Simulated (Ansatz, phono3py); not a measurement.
# Heat carried by phonons in NaI (Fm-3m), part 2 of 3

Wanted: κ(T), lifetimes and mean free paths for NaI.

What experiment has found for this phase:
- thermal conductivity 1.8 W/m/K near room temperature (given in “Combining the AFLOW GIBBS and Elastic Libraries to efficiently and robustly screen thermo-mechanical properties of solids”, 2017, arXiv:1611.05714)
- thermal conductivity 1.8 W/m/K near room temperature (given in “Predicting the lattice thermal conductivity of solids by solving the Boltzmann transport equation: AFLOW - AAPL an automated, accurate and efficient framework”, 2017, arXiv:1611.05481)

Ansatz 0.2.0; DFT LDA, scalar-relativistic, plane waves, PAW.

So far. Step 2 (Probe on a coarse mesh): The start is under -1.6 GPa at this level and looks like an insulator or semiconductor on this mesh. The relaxed cell has a = 6.263 Å (conventional setting).

## (5) Relaxing to small residual forces and stress

The relaxation is repeated with tighter thresholds on force and stress, since phonons are sensitive to what is left; a change of mesh or smearing in the input moves the cell too.

input.yaml

```yaml
crystal:
  lattice:
    - [0.0, 3.1312689517, 3.1312689517]
    - [3.1312689517, 0.0, 3.1312689517]
    - [3.1312689517, 3.1312689517, 0.0]
  atoms:
    - { symbol: Na, position: [0.0, 0.0, 0.0] }
    - { symbol: I, position: [0.5, 0.5, 0.5] }
kpoints:
  mp_grid: { grid: [6, 6, 6] }
hamiltonian:
  xc: lda
scf:
  occupations: { method: fixed }
output:
  forces: true
  stress: true
  eigenvalues: true
relax:
  adjacent_minimum: "off"
  f_tol: 0.001
  max_steps: 60
  cell: { stress_tol: 0.01 }
```

Run with:

```
$ ansatz run input.yaml --threads 4 --pin off --max-ram 16384MiB --backend cpu --events-out ev --progress --plain --runs-dir out
```

Numbers of over 12 decimals in the logs are rounded to 6 here.

What it wrote:

```text
[...]
Crystal: 2 atoms, lattice volume = 61.403 Å³
Basis set: ecut = 420 eV, 1243 PW (Γ)
Bands: 17, of which v1, the nominal top of the filled ones, is band 13 counted from 1 (12 counted from 0)
Symmetry: 48 space group operations
[...]
k-points: 16 of 216
[...]
k-point 15: bands = [... 9 lower, -7.1319, 1.7178, 2.3900, 2.6515, 9.0698, 10.0644, 12.4775, 12.5058]
--- Relaxed structure (2 steps of the walk, 2 accepted, 1 SCFs on fresh bases) ---
[...]
cell:  # Å, volume = 61.3605 Å³
    - [0, 3.130543, 3.130543]
    - [3.130543, 0, 3.130543]
    - [3.130543, 3.130543, 0]
  atoms:
    - { symbol: Na, position: [0, 0, 0] }
    - { symbol: I, position: [0.5, 0.5, 0.5] }
[key lines of the parts left out:]
SCF converged after 9 iterations
Free energy (F): -8825.010792 eV
Fermi energy:    3.744608 eV
P = ⅓ Tr σ = -0.0098 GPa (-0.098 kbar)
```

Elapsed: 1.1 s, on 4 threads of Arm Neoverse V2, shared host; peak memory 0.31 GiB; 3.4 s of CPU time.

Little changed from the start: no atom moved by 0.005 Å and no cell edge by 0.1 %.

This step gave:

```
pressure          : -0.009790 GPa
gap on the k-mesh : 3.618 eV
volume per atom   : 30.68 Å³
```

The residual pressure is -0.0098 GPa, small enough for phonons.

## (6) A cheap rung, k-mesh 6×6×6, q-mesh of the transport sums 11×11×11

A small supercell and a short cutoff cost little, and show how far such settings carry.

input.yaml

```yaml
crystal:
  lattice:
    - [0.0, 3.1305432546, 3.1305432546]
    - [3.1305432546, 0.0, 3.1305432546]
    - [3.1305432546, 3.1305432546, 0.0]
  atoms:
    - { symbol: Na, position: [0.0, 0.0, 0.0] }
    - { symbol: I, position: [0.5, 0.5, 0.5] }
kpoints:
  mp_grid: { grid: [6, 6, 6] }
hamiltonian:
  xc: lda
scf:
  occupations: { method: fixed }
output:
  eigenvalues: true
phonons:
  method: fd
  dielectric: true
  supercell: [2, 2, 2]
  temperatures: { t_max: 1000, t_step: 50 }
  qpath:
    path:
      - [[0.0, 0.0, 0.0], [0.5, 0.0, 0.5], [0.625, 0.25, 0.625]]
      - [[0.375, 0.375, 0.75], [0.0, 0.0, 0.0], [0.5, 0.5, 0.5], [0.5, 0.25, 0.75], [0.5, 0.0, 0.5]]
    npoints: 10
  third_order: { supercell: [2, 2, 2], pair_cutoff: 3.281 }
  lattice_thermal_conductivity:
    qmesh: [11, 11, 11]
    temperatures: [100.0, 150.0, 200.0, 300.0, 400.0, 500.0]
    isotope_mass_variance: [{ species: I, variance: 0.0 }, { species: Na, variance: 0.0 }]
```

What it wrote:

```text
Warning: phonons.dielectric: true without phonons.rigid_motions: the static dielectric tensor ε⁰ will be withheld (ε∞, Z* and the rows of modes are given); for a crystal or a slab, whose only rigid motions are the translations, set phonons.rigid_motions: translations
[...]
Crystal: 16 atoms, lattice volume = 490.884 Å³
Basis set: ecut = 420 eV, 9577 PW (Γ)
Bands: 125, of which v1, the nominal top of the filled ones, is band 104 counted from 1 (103 counted from 0)
Symmetry: 384 space group operations
k-points: 4 of 27
[...]
SCF iter   1: F=—  HF=-70600.086335 eV  |F-HF|=—  |Δ(HF+E_count)|=         —  Δρ=6.85e-8  dr2=3.02e-11  ethr=1.00e-12  ⟨swp⟩=3.0  Hψ=1258  notcnv=0
[...]
SCF iter   2: F=-70600.086335 eV  HF=-70600.086335 eV  |F-HF|=2.91e-11  |Δ(HF+E_count)|=  1.46e-11  Δρ=2.85e-8  dr2=4.05e-12  ethr=1.00e-12  ⟨swp⟩=3.8  Hψ=1362  notcnv=0
SCF 1 converged in 2 iterations: F = -70600.086335 eV  dr2 = 4.05e-12
[...]
Crystal: 2 atoms, lattice volume = 61.361 Å³
Basis set: ecut = 420 eV, 1243 PW (Γ), exchange–correlation on 60×60×60 points (8 copies of the dense FFT grid, shifted against one another)
Bands: 17, of which v1, the nominal top of the filled ones, is band 13 counted from 1 (12 counted from 0)
Symmetry: 48 space group operations
k-points: 30 of 216 (irreducible under 8 space group operations, time reversal used)
[...]
SCF iter   7: F=-8825.010792 eV  HF=-8825.010792 eV  |F-HF|=2.91e-11  |Δ(HF+E_count)|=  3.46e-11  Δρ=1.84e-7  dr2=3.70e-11  ethr=1.00e-12  ⟨swp⟩=6.5  Hψ=1771  notcnv=0
SCF 2 converged in 7 iterations: F = -8825.010792 eV  dr2 = 3.70e-11
[...]
NSCF: frozen V_eff on 2 k-points
DFPT response loops at Γ: preconditioner auto → none (the input reference at scf.mixing.eps_inf says where Resta's filter doesn't serve); β = 0.50; Broyden in place of MSR1
Symmetry: 8 space group operations
k-points: 6 of 27 (time reversal used)
[...]
SCF iter   1: F=—  HF=-70600.086341 eV  |F-HF|=—  |Δ(HF+E_count)|=         —  Δρ=7.89e-5  dr2=2.36e-5  ethr=3.18e-9  ⟨swp⟩=4.0  Hψ=2717  notcnv=0  defer=37
eigensolver tolerance schedule calibrated: the retry pair's looser diagonalisation under-reported the residual by θ = 0.72 (0.12/decade); ethr = c·dr2/N_el runs at the constant in force after the calibration composes with the one it found (an armed cap, an earlier calibration), c = 6.9e-2
SCF iter   2: F=—  HF=-70600.086333 eV  |F-HF|=—  |Δ(HF+E_count)|=   8.34e-6  Δρ=4.01e-5  dr2=5.87e-6  ethr=3.18e-9  ⟨swp⟩=2.0  Hψ=1249  notcnv=0  defer=37
[...]
SCF iter   7: F=-70600.086330 eV  HF=-70600.086330 eV  |F-HF|=1.46e-11  |Δ(HF+E_count)|=  1.46e-11  Δρ=1.61e-8  dr2=1.07e-12  ethr=1.00e-12  ⟨swp⟩=5.5  Hψ=2992  notcnv=0
SCF 3 converged in 7 iterations: F = -70600.086330 eV  dr2 = 1.07e-12
[...]
SCF iter   7: F=-70600.086329 eV  HF=-70600.086329 eV  |F-HF|=1.46e-11  |Δ(HF+E_count)|=  1.46e-11  Δρ=8.31e-9  dr2=3.07e-13  ethr=1.00e-12  ⟨swp⟩=5.0  Hψ=2825  notcnv=0
SCF 4 converged in 7 iterations: F = -70600.086329 eV  dr2 = 3.07e-13
Symmetry: 96 space group operations
k-points: 6 of 27
[...]
SCF iter   2: F=-70600.086335 eV  HF=-70600.086335 eV  |F-HF|=2.91e-11  |Δ(HF+E_count)|=  2.91e-11  Δρ=4.11e-8  dr2=8.74e-12  ethr=1.00e-12  ⟨swp⟩=5.8  Hψ=2575  notcnv=0
SCF 5 converged in 2 iterations: F = -70600.086335 eV  dr2 = 8.74e-12
Symmetry: 6 space group operations
[...]
SCF iter   7: F=-70600.085631 eV  HF=-70600.085631 eV  |F-HF|=1.46e-11  |Δ(HF+E_count)|=  5.38e-10  Δρ=2.00e-7  dr2=1.81e-10  ethr=1.00e-12  ⟨swp⟩=4.7  Hψ=2362  notcnv=0
SCF 6 converged in 7 iterations: F = -70600.085631 eV  dr2 = 1.81e-10
[...]
Symmetry: 2 space group operations
k-points: 10 of 27 (time reversal used)
[...]
SCF iter   7: F=-70600.084111 eV  HF=-70600.084111 eV  |F-HF|=1.02e-10  |Δ(HF+E_count)|=   1.46e-9  Δρ=3.39e-7  dr2=5.48e-10  ethr=1.00e-12  ⟨swp⟩=5.0  Hψ=4249  notcnv=0
SCF 7 converged in 7 iterations: F = -70600.084111 eV  dr2 = 5.48e-10
[...]
SCF 8 converged in 7 iterations: F = -70600.085740 eV  dr2 = 1.40e-10
Symmetry: 1 space group operations
k-points: 14 of 27 (time reversal used)
[...]
SCF 9 converged in 7 iterations: F = -70600.084731 eV  dr2 = 2.52e-10
[...]
SCF 10 converged in 7 iterations: F = -70600.085042 eV  dr2 = 3.06e-10
[...]
SCF 11 converged in 7 iterations: F = -70600.084368 eV  dr2 = 2.40e-10
[...]
SCF 12 converged in 7 iterations: F = -70600.084737 eV  dr2 = 3.07e-10
[...]
SCF 13 converged in 7 iterations: F = -70600.085069 eV  dr2 = 2.81e-10
[...]
SCF 14 converged in 7 iterations: F = -70600.084731 eV  dr2 = 2.57e-10
[...]
SCF 15 converged in 7 iterations: F = -70600.084731 eV  dr2 = 3.46e-10
[...]
SCF 16 converged in 7 iterations: F = -70600.084448 eV  dr2 = 2.51e-10
[...]
SCF 17 converged in 6 iterations: F = -70600.085437 eV  dr2 = 8.02e-10
[...]
SCF iter   7: F=-70600.083497 eV  HF=-70600.083497 eV  |F-HF|=2.91e-11  |Δ(HF+E_count)|=  5.24e-10  Δρ=1.61e-7  dr2=1.31e-10  ethr=1.00e-12  ⟨swp⟩=4.0  Hψ=3930  notcnv=0
SCF 18 converged in 7 iterations: F = -70600.083497 eV  dr2 = 1.31e-10
[...]
SCF iter   6: F=-70600.085576 eV  HF=-70600.085576 eV  |F-HF|=2.91e-11  |Δ(HF+E_count)|=   2.21e-9  Δρ=4.47e-7  dr2=6.87e-10  ethr=1.00e-12  ⟨swp⟩=3.5  Hψ=5448  notcnv=0
SCF 19 converged in 6 iterations: F = -70600.085576 eV  dr2 = 6.87e-10
[...]
SCF iter   7: F=-70600.084730 eV  HF=-70600.084730 eV  |F-HF|=5.82e-11  |Δ(HF+E_count)|=  3.20e-10  Δρ=2.25e-7  dr2=2.59e-10  ethr=1.00e-12  ⟨swp⟩=5.0  Hψ=5681  notcnv=0
SCF 20 converged in 7 iterations: F = -70600.084730 eV  dr2 = 2.59e-10
[...]
SCF iter   7: F=-70600.085068 eV  HF=-70600.085068 eV  |F-HF|=2.91e-11  |Δ(HF+E_count)|=  5.24e-10  Δρ=2.58e-7  dr2=3.04e-10  ethr=1.00e-12  ⟨swp⟩=5.0  Hψ=4101  notcnv=0
SCF 21 converged in 7 iterations: F = -70600.085068 eV  dr2 = 3.04e-10
[...]
SCF iter   7: F=-70600.084448 eV  HF=-70600.084448 eV  |F-HF|=5.82e-11  |Δ(HF+E_count)|=  5.24e-10  Δρ=2.25e-7  dr2=2.45e-10  ethr=1.00e-12  ⟨swp⟩=5.0  Hψ=4018  notcnv=0
SCF 22 converged in 7 iterations: F = -70600.084448 eV  dr2 = 2.45e-10
[...]
SCF iter   7: F=-70600.084731 eV  HF=-70600.084731 eV  |F-HF|=2.91e-11  |Δ(HF+E_count)|=   1.38e-9  Δρ=2.50e-7  dr2=3.06e-10  ethr=1.00e-12  ⟨swp⟩=3.0  Hψ=6929  notcnv=0
SCF 23 converged in 7 iterations: F = -70600.084731 eV  dr2 = 3.06e-10
[...]
SCF iter   7: F=-70600.085043 eV  HF=-70600.085043 eV  |F-HF|=5.82e-11  |Δ(HF+E_count)|=  5.38e-10  Δρ=2.52e-7  dr2=3.01e-10  ethr=1.00e-12  ⟨swp⟩=5.0  Hψ=4098  notcnv=0
SCF 24 converged in 7 iterations: F = -70600.085043 eV  dr2 = 3.01e-10
[...]
SCF iter   7: F=-70600.084731 eV  HF=-70600.084731 eV  |F-HF|=5.82e-11  |Δ(HF+E_count)|=  2.62e-10  Δρ=2.23e-7  dr2=2.57e-10  ethr=1.00e-12  ⟨swp⟩=5.0  Hψ=5617  notcnv=0
SCF 25 converged in 7 iterations: F = -70600.084731 eV  dr2 = 2.57e-10
[...]
SCF iter   7: F=-70600.084737 eV  HF=-70600.084737 eV  |F-HF|=2.91e-11  |Δ(HF+E_count)|=   1.31e-9  Δρ=2.49e-7  dr2=3.05e-10  ethr=1.00e-12  ⟨swp⟩=5.0  Hψ=5760  notcnv=0
SCF 26 converged in 7 iterations: F = -70600.084737 eV  dr2 = 3.05e-10
[...]
SCF iter   7: F=-70600.084367 eV  HF=-70600.084367 eV  |F-HF|=4.37e-11  |Δ(HF+E_count)|=  5.68e-10  Δρ=2.26e-7  dr2=2.50e-10  ethr=1.00e-12  ⟨swp⟩=5.0  Hψ=4004  notcnv=0
SCF 27 converged in 7 iterations: F = -70600.084367 eV  dr2 = 2.50e-10
SCF converged after 2 iterations
Free energy (F): -70600.086335 eV
[...]
Internal energy: -70600.086335 eV  (E = F + TS)
E sigma→0 (E₀):  -70600.086335 eV
Fermi energy:    3.744608 eV
[...]
--- Band table (eV) ---
  k-point 0: bands = [... 100 lower, 3.3909, 3.7446, 3.7446, 3.7446, 7.3625, 8.0850, 8.0850, 8.0850, ... 17 higher]
  k-point 1: bands = [... 100 lower, 3.4727, 3.4727, 3.6490, 3.6490, 8.2541, 8.6545, 8.6545, 8.6545, ... 17 higher]
  k-point 2: bands = [... 100 lower, 3.3842, 3.3842, 3.4798, 3.4798, 8.6019, 8.7347, 9.0698, 9.0698, ... 17 higher]
  k-point 3: bands = [... 100 lower, 3.2268, 3.2798, 3.2798, 3.5957, 9.1609, 9.2262, 9.2581, 9.2581, ... 17 higher]
--- Phonons: 2 displaced members + reference (amplitude 0.0025 Å, Σ member SCF iterations 14) ---
  symmetry images taken by strict's conditions (phonons.symmetry_images: auto; settled by no image being taken that strict refuses); asymmetry of the core-correction force 6.1e-15 eV/Å at the most on a site, 4.3e-14 eV/Å summed over every site of the supercell
  ASR residual: 2.313e-4 → 0.000e0 eV/Å²; symmetrization residual: 1.447e-4 eV/Å²
  largest component of a force at the reference: 1.3e-28 eV/Å
  ASR residual per site (eV/Å²): 2.31e-4 1.82e-4
  Γ frequencies (cm⁻¹): 0.00 0.00 0.00 130.64 130.64 130.64
  Unit cell's response to a homogeneous field, on a k mesh of 6×6×6: 1 representative field direction (Σ response iterations 7)
  ε∞ (high-frequency dielectric tensor):
        3.615323    -0.000000     0.000000
        0.000000     3.615323    -0.000000
        0.000000    -0.000000     3.615323
  ε⁰ (static dielectric tensor): not given — the deck does not say what the cell's rigid motions are, and on a molecule in a box or a wire the rigid rotations would enter the sum over the modes at Γ. For a crystal or a slab, whose only rigid motions are the translations, set phonons.rigid_motions: translations.
  Born effective charges Z* (e; rows j = field, columns β = displacement):
    site 0:
         1.16517    0.00000    0.00000
        -0.00000    1.16517    0.00000
         0.00000   -0.00000    1.16517
    site 1:
        -1.16517   -0.00000    0.00000
         0.00000   -1.16517   -0.00000
         0.00000    0.00000   -1.16517
  Z* charge neutrality: 1.029e-5 e pre-enforcement
  k-mesh period / interband length: 26.6 Å / 1.80 Å = 14.75 at k = (0.0000, 0.0000, 0.0000), direct gap 3.618 eV — 14 or more, which is no proof of convergence
  optical modes at Γ without the LO–TO term, one row a degenerate level:
      ω (cm⁻¹)  modes    IR ((D/Å)²/amu)
        130.64      3             4.8277
  optical modes at Γ + LO–TO along q̂ = [1.0000, 0.0000, 0.0000]:
      ω (cm⁻¹)  modes    IR ((D/Å)²/amu)
        130.64      2             3.2184
        180.39      1             1.6092
  optical modes at Γ + LO–TO along q̂ = [0.0000, 1.0000, 0.0000]:
      ω (cm⁻¹)  modes    IR ((D/Å)²/amu)
        130.64      2             3.2184
        180.39      1             1.6092
  optical modes at Γ + LO–TO along q̂ = [0.0000, 0.0000, 1.0000]:
      ω (cm⁻¹)  modes    IR ((D/Å)²/amu)
        130.64      2             3.2184
        180.39      1             1.6092
  density of states and harmonic sums: on the 18×18×18 q-mesh, interpolated from the force constants of a 2×2×2 supercell (with the dipole–dipole term)
  largest difference from the sums on the solved wave vectors: F 9.10e-2 eV, S 1.23e-4 and C_V 3.22e-5 eV/K
  zero-point energy: 0.036247 eV/cell   skipped modes (ω ≤ 0): 3   left out of the sums: 8.57e-5 of the cell's modes: C_V's classical limit lies that fraction below 3 k_B per atom; for a crystal, a wire or a layer, F and S can be off by more, and a phonons.interpolated_qmesh denser along its periods is the remedy for the sampling
--- Third-order force constants: 22 member SCFs in a 2×2×2 supercell (pair cutoff 3.281 Å, amplitude 0.03 Å, SCF threshold 1.00e-9 eV, Σ member SCF iterations 152) ---
[...]
38 force-constant blocks with the first atom in the home cell, fitted with 6 parameters over 4 symmetry orbits; no atom triplet left out
  sum-rule residual: 8.237e-2 → 4.441e-16 eV/Å³; symmetrization residual: 5.562e-3 eV/Å³; largest sum-rule correction relative to its orbit: 2.527e-2, on the orbit of the block of home site 0 with site 1 of cell (-1, -1, 0) and site 0 of cell (0, 0, 0), whose norm before the correction was 3.442e0 eV/Å³
--- Lattice thermal conductivity: 11×11×11 mesh (56 irreducible points), tetrahedron method ---
  three-phonon and isotope scattering only; four-phonon, boundary and, in a metal, phonon-electron scattering are left out
  each conductivity is what the modes' populations carry and what the coherences between them add
  conductivity (a third of the tensor's trace), W/(m K), in the relaxation-time approximation and from the full solution:
       T (K)   relaxation time   full solution  iterations             ending  least Ritz value
      100.00           15.0798         15.9295           9          converged          5.340e-1
      150.00            9.1798          9.6553           9          converged          5.305e-1
      200.00            6.6771          7.0107           9          converged          5.293e-1
      300.00            4.3730          4.5846           9          converged          5.285e-1
      400.00            3.2741          3.4300           9          converged          5.282e-1
      500.00            2.6269          2.7506           9          converged          5.280e-1
```

Elapsed: 5 min, on 4 threads; peak memory 1.7 GiB; 20 min of CPU time.

Numbers from this step:

```
Γ frequencies                              : 0, 0, 0, 130.6, 130.6, 130.6 cm⁻¹ (negative: imaginary)
lowest frequency on the path               : 0 cm⁻¹
zero-point energy                          : 0.03625 eV/cell
point group                                : m-3m
highest frequency                          : 180.7 cm⁻¹
Debye temperature from the second moment   : 201 K
κ at 300 K (relaxation time)               : 4.373 W/m/K
κ at 300 K (full solution)                 : 4.585 W/m/K
dipole term                                : run
mean free path at half of κ                : 35.2 nm
share of κ above the three lowest branches : 0.037
third-order blocks                         : 38
periodic aliases dropped                   : 0
largest relative sum-rule correction       : 0.02527
displaced cells, third order               : 22
```

W/m/K. Kappa, by row:

| T (K) | RTA xx | RTA yy | RTA zz | full xx | full yy | full zz | coherence part xx | coherence part yy | coherence part zz | ending | iterations | least Ritz value |
| --- | --- | --- | --- | --- | --- | --- | --- | --- | --- | --- | --- | --- |
| 100 | 15.08 | 15.08 | 15.08 | 15.93 | 15.93 | 15.93 | 0.02612 | 0.02612 | 0.02612 | converged | 9 | 0.534 |
| 150 | 9.18 | 9.18 | 9.18 | 9.655 | 9.655 | 9.655 | 0.03891 | 0.03891 | 0.03891 | converged | 9 | 0.531 |
| 200 | 6.677 | 6.677 | 6.677 | 7.011 | 7.011 | 7.011 | 0.04778 | 0.04778 | 0.04778 | converged | 9 | 0.529 |
| 300 | 4.373 | 4.373 | 4.373 | 4.585 | 4.585 | 4.585 | 0.05927 | 0.05927 | 0.05927 | converged | 9 | 0.528 |
| 400 | 3.274 | 3.274 | 3.274 | 3.43 | 3.43 | 3.43 | 0.06625 | 0.06625 | 0.06625 | converged | 9 | 0.528 |
| 500 | 2.627 | 2.627 | 2.627 | 2.751 | 2.751 | 2.751 | 0.07079 | 0.07079 | 0.07079 | converged | 9 | 0.528 |

This rung gives 4.37 W/(m K) at 300 K by relaxation time, but with 16 atoms, 1 neighbour distance inside the cutoff and a 11×11×11 mesh it is a test, not the conductivity of the crystal.

(Part 2 of 3 ends here.)

[Logs are printed without paths, hosts, clocks, repeated set-up lines and the standing remarks that a program may print on its own settings, such as how far it seeks lower states.]

[Hosts, paths, dates, database ids (printed as entryN), source tags and the programs' standing remarks are cut or masked in the printed files.]

[A step with changed settings may run another functional than the one named; its input shows which.]
